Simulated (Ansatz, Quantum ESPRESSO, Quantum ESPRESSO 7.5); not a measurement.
# Band edges of honeycomb PAs, 1 layer under strain

Wanted: deformation of the bands of honeycomb PAs, 1 layer, driven from Python.

Calculated with Quantum ESPRESSO 7.5; plane-wave DFT, PBE, GBRV ultrasoft pseudopotentials (geometry by Ansatz 0.2.0 with PAW datasets; geometry under PBE).

Report form: the programs' logs are mostly left out.

### 1. Set-up

The cell holds 2 atoms: 1 As and 1 P. Cell: a = 3.440 Å, b = 3.440 Å, c = 16.320 Å, α = 90.0°, β = 90.0°, γ = 120.0°. It derives from PAs. Vacuum lies along c.

This sheet is a model structure: its symmetry is held, and its stability is not tested here.

### 2. Geometry from Ansatz

The geometry comes first, from a plane-wave PAW code, so that the later runs on this slab share one structure.

Contents of input.yaml:

```yaml
crystal:
  lattice:
    - [3.44, 0.0, 0.0]
    - [-1.72, 2.979127389, 0.0]
    - [0.0, 0.0, 16.32]
  atoms:
    - { symbol: As, position: [0.6666666667, 0.3333333333, 0.4595588235] }
    - { symbol: P, position: [0.3333333333, 0.6666666667, 0.5404411765] }
kpoints:
  mp_grid: { grid: [12, 12, 1] }
hamiltonian:
  xc: pbe
scf:
  occupations: { method: fermi_dirac, width: 0.05 }
  convergence: { dr2_threshold: 1.0e-08 }
efield:
  axis: 3
  dipole_correction: true
  ramp_position: 0.97
  ramp_width: 0.04
relax:
  f_tol: 0.01
  cell: { fix: [c, alpha, beta] }
output:
  write_potential: true
  write_density: true
  volumetric_format: npy
```

On the command line:

```bash
ansatz run input.yaml --threads 2 --pin off --max-ram 4096MiB --backend cpu --events-out ev --progress --plain --runs-dir out
```

Elapsed: 8.7 s, on 2 threads of Arm Neoverse V2, shared host; peak memory 0.37 GiB.

Step by step:

```
step  energy less that of the first step (eV)  largest force component (eV/Å)  pressure (GPa)  volume (Å³)
   1                                   0.0000                          0.0304            0.14       167.25
   2                                  -0.0006                          0.0640            0.05       168.51
   3                                  -0.0005                          0.0869           -0.08       168.80
   4                                  -0.0008                          0.0002            0.00       168.61
  5*                                  -0.0008                          0.0003            0.00       168.61
```

Relaxation steps marked * repeat the geometry before them on a plane-wave basis chosen anew for their cell, so energy and pressure can jump there. Relaxation step 3 was tried and not accepted.

```
cell as run  before  after  change
      a (Å)   3.440  3.454  +0.4 %
      b (Å)   3.440  3.454  +0.4 %
```

The relaxed structure:

```xyz
2
Lattice="3.4540 0.0000 0.0000 -1.7270 2.9912 0.0000 0.0000 0.0000 16.3200" Properties=species:S:1:pos:R:3
As    1.7270    0.9971    7.5006
P     0.0000    1.9941    8.8194
```

This step gave:

```
free energy                                                      : -5611.7117 eV
Fermi energy                                                     : -1.554 eV
gap by band count                                                : 1.845 eV
symmetry operations                                              : 6
dipole along the normal                                          : -0.02885 e·Å
vacuum level at the upper face over a Fermi level inside the gap : 5.151 eV
vacuum level at the lower face over a Fermi level inside the gap : 4.646 eV
```

### 3. Running the series

Under ESM bc1 levels count from the vacuum, or from the mean of the two vacuum levels where the sheet has a dipole, so band edges at unlike strains can be compared.

Level of this step: plane-wave DFT, PBE, GBRV ultrasoft pseudopotentials (Quantum ESPRESSO 7.5).

Contents of run.py:

```python
import json
import numpy as np
from ase import Atoms
from ase.calculators.espresso import Espresso, EspressoProfile

profile = EspressoProfile(command='mpirun -n 2 pw.x -nk 2', pseudo_dir='../pseudo')
pseudopotentials = {'As': 'as_pbe_v1.uspp.F.UPF', 'P': 'p_pbe_v1.5.uspp.F.UPF'}
system = {'ecutwfc': 40, 'ecutrho': 200, 'occupations': 'smearing', 'smearing': 'fd', 'degauss': 0.002}


def calculator(name, kpts, **extra):
    data = dict(control=dict(tprnfor=True, verbosity='high', disk_io='none'),
                system=system | extra,
                electrons=dict(conv_thr=1e-09, mixing_beta=0.4, mixing_mode='plain',
                               electron_maxstep=100))
    return Espresso(profile=profile, directory=name, pseudopotentials=pseudopotentials, kpts=kpts, input_data=data)


def centre(atoms):
    z = atoms.positions[:, 2]
    atoms.positions[:, 2] -= (z.max() + z.min()) / 2  # ESM wants the slab about z = 0
    return atoms

sheet = Atoms(
    ['As', 'P'],
    scaled_positions=[
        [0.6666666667, 0.3333333333, 0.4595978515],
        [0.3333333333, 0.6666666667, 0.5404021485]],
    cell=[
        [3.453959586075, 0.000000000000, 0.000000000000],
        [-1.726979793038, 2.991216745186, 0.000000000000],
        [0.000000000000, 0.000000000000, 16.320000000000]],
    pbc=True)

rows = []
for strain in [-0.03, -0.015, 0.0, 0.015, 0.03]:
    atoms = sheet.copy()
    atoms.set_cell(sheet.cell.array * [[1 + strain], [1 + strain], [1]], scale_atoms=True)
    atoms = centre(atoms)
    atoms.calc = calculator(f's{strain:+.3f}', (12, 12, 1), assume_isolated='esm', esm_bc='bc1', nbnd=9)
    energy = atoms.get_potential_energy()
    levels = np.array([atoms.calc.get_eigenvalues(kpt=i) for i in range(len(atoms.calc.get_ibz_k_points()))])
    top, bottom = levels[:, 4].max(), levels[:, 5].min()
    direct = (levels[:, 5] - levels[:, 4]).min()
    rows.append([strain, energy, top, bottom, direct])
    print(f'strain {strain:+.3f}: E = {energy:.5f} eV, valence top {top:.3f}, conduction bottom {bottom:.3f}, '
          f'gap {bottom - top:.3f}, least direct gap {direct:.3f} eV')

x, energy, top, bottom, direct = np.array(rows).T
area = np.linalg.norm(np.cross(*sheet.cell[:2]))
stiffness = np.polyfit(x, energy, 2)[0] / area * 16.0218  # C11 + C12, heights clamped
print(f'valence and conduction edges move by {np.polyfit(x, top, 1)[0]:.2f} and {np.polyfit(x, bottom, 1)[0]:.2f} eV per unit biaxial strain')
print(f'C11 + C12 with clamped heights: {stiffness:.1f} N/m')
json.dump(dict(rows=rows, stiffness=stiffness), open('result.json', 'w'))
```

On the command line:

```bash
OMP_NUM_THREADS=1 python run.py
```

The job ended after 1.9 min (2 MPI ranks; peak memory 0.35 GiB; 3.7 min of CPU time).

This step gave:

| Item | Value |
| --- | --- |
| biaxial stiffness | 81.77 N/m |

The band edge from the vacuum level by biaxial strain:

```
biaxial strain (%)  valence top (eV)  conduction bottom (eV)
             -3.00             -5.56                   -3.91
             -1.50             -5.70                   -3.94
              0.00             -5.81                   -3.96
              1.50             -5.90                   -3.99
              3.00             -5.85                   -4.01
```

Gap against biaxial strain:

```
biaxial strain (%)  on the mesh (eV)  least direct (eV)
             -3.00              1.66               2.38
             -1.50              1.76               2.31
              0.00              1.85               2.20
              1.50              1.91               2.11
              3.00              1.84               2.03
```

Energy over the lowest against biaxial strain:

```
biaxial strain (%)  energy over the lowest (meV)
             -3.00                          57.6
             -1.50                          15.5
              0.00                             0
              1.50                          8.13
              3.00                          37.2
```

### 4. Running the series: LDA, GBRV ultrasoft

Level of this step: plane-wave DFT, LDA, GBRV ultrasoft pseudopotentials (Quantum ESPRESSO 7.5).

run.py, as its differences from the input of step 3:

```diff
@@ -6,3 +6,3 @@
 profile = EspressoProfile(command='mpirun -n 2 pw.x -nk 2', pseudo_dir='../pseudo')
-pseudopotentials = {'As': 'as_pbe_v1.uspp.F.UPF', 'P': 'p_pbe_v1.5.uspp.F.UPF'}
+pseudopotentials = {'As': 'as_lda_v1.uspp.F.UPF', 'P': 'p_lda_v1.5.uspp.F.UPF'}
 system = {'ecutwfc': 40, 'ecutrho': 200, 'occupations': 'smearing', 'smearing': 'fd', 'degauss': 0.002}
```

On the command line:

```bash
OMP_NUM_THREADS=1 python run.py
```

Run time: 1.7 min. Hardware: 2 MPI ranks; peak memory 0.33 GiB.

This step gave:

```
biaxial stiffness : 76.15 N/m
```

Table of band edge from the vacuum level by biaxial strain:

```
biaxial strain (%)  valence top (eV)  conduction bottom (eV)
             -3.00             -5.79                   -4.22
             -1.50             -5.91                   -4.25
              0.00             -6.03                   -4.28
              1.50             -6.11                   -4.30
              3.00             -6.06                   -4.32
```

Table of gap by biaxial strain:

```
biaxial strain (%)  on the mesh (eV)  least direct (eV)
             -3.00              1.56               2.27
             -1.50              1.66               2.21
              0.00              1.75               2.10
              1.50              1.81               2.00
              3.00              1.74               1.92
```

Table of energy over the lowest by biaxial strain:

```
biaxial strain (%)  energy over the lowest (meV)
             -3.00                          2.78
             -1.50                             0
              0.00                          22.2
              1.50                          66.3
              3.00                           130
```

### 5. Running the series, with ecutwcf = 40

One more run, with a changed input.

Level of this step: plane-wave DFT, PBE, GBRV ultrasoft pseudopotentials (Quantum ESPRESSO 7.5).

run.py, as its differences from the input of step 3:

```diff
@@ -7,3 +7,3 @@
 pseudopotentials = {'As': 'as_pbe_v1.uspp.F.UPF', 'P': 'p_pbe_v1.5.uspp.F.UPF'}
-system = {'ecutwfc': 40, 'ecutrho': 200, 'occupations': 'smearing', 'smearing': 'fd', 'degauss': 0.002}
+system = {'ecutwfc': 40, 'ecutrho': 200, 'occupations': 'smearing', 'smearing': 'fd', 'degauss': 0.002, 'ecutwcf': 40}
 
@@ -14,3 +14,3 @@
                 electrons=dict(conv_thr=1e-09, mixing_beta=0.4, mixing_mode='plain',
-                               electron_maxstep=100))
+                               electron_maxstep=60))
     return Espresso(profile=profile, directory=name, pseudopotentials=pseudopotentials, kpts=kpts, input_data=data)
@@ -35,3 +35,3 @@
 rows = []
-for strain in [-0.03, -0.015, 0.0, 0.015, 0.03]:
+for strain in [-0.03, -0.015, 0.0]:
     atoms = sheet.copy()
```

On the command line:

```bash
OMP_NUM_THREADS=1 python run.py
```

Wall time 1 s (2 MPI ranks); peak memory 0.16 GiB.

The input was rejected at the start.

A key was misspelt on purpose.

The namelist reader stops at a key that the namelist doesn't hold; the line has to be put right or, where the proper key already stands in the input, deleted.

### 6. By hand

Under equal strain ε in the plane, E = A (C11 + C12) ε². From the points at ±1.5 %: d²E/dε² = (15.51 + 8.13 − 2 × 0.00) meV / 0.015² = 105 eV, and 105/(2 × 10.332 Å²) × 16.02 = 81 N/m.

### 7. Outcome

```json
{
  "C11 + C12, heights clamped, PBE, GBRV ultrasoft": "82 N/m",
  "gap on the mesh at zero strain, PBE, GBRV ultrasoft": "1.85 eV",
  "valence top below the mean of the two vacuum levels at zero strain, PBE, GBRV ultrasoft": "5.81 eV",
  "shift of the conduction bottom per unit biaxial strain, PBE, GBRV ultrasoft": "-1.7 eV",
  "C11 + C12, heights clamped, LDA, GBRV ultrasoft": "76 N/m",
  "gap on the mesh at zero strain, LDA, GBRV ultrasoft": "1.75 eV",
  "valence top below the mean of the two vacuum levels at zero strain, LDA, GBRV ultrasoft": "6.03 eV",
  "shift of the conduction bottom per unit biaxial strain, LDA, GBRV ultrasoft": "-1.6 eV"
}
```

**Reading.** The sheet's biaxial stiffness comes to 82 N/m and its gap at zero strain to 1.85 eV (PBE, GBRV ultrasoft). From −3 % to +3 % the gap on the mesh goes from 1.66 to 1.84 eV, through a peak of 1.91 eV; it is indirect at every strain. The valence top bends along the series, so the script's straight-line slope describes it poorly. Heights are clamped under strain, which makes a sheet with several atomic planes too stiff. Zero strain is the PBE cell; under LDA the energy is lowest near -2.2 %, so its stiffness is taken away from its own minimum. Semilocal gaps are too small. The sheet carries a dipole, so the two faces have unlike vacuum levels and the zero lies between them. Spin-orbit coupling is left out; depending on the atoms that carry the levels of interest, it can split and shift them by tens to hundreds of meV.

[Logs are printed without paths, hosts, clocks, repeated set-up lines and the standing remarks that a program may print on its own settings, such as how far it seeks lower states.]

[Hosts, paths, dates, database ids (printed as entryN), source tags and the programs' standing remarks are cut or masked in the printed files.]

[Maps of the electrostatic potential energy from Ansatz leave out the sawtooth potential of an applied field or a dipole correction, so their vacuum need not be flat; planar profiles and work functions include it.]
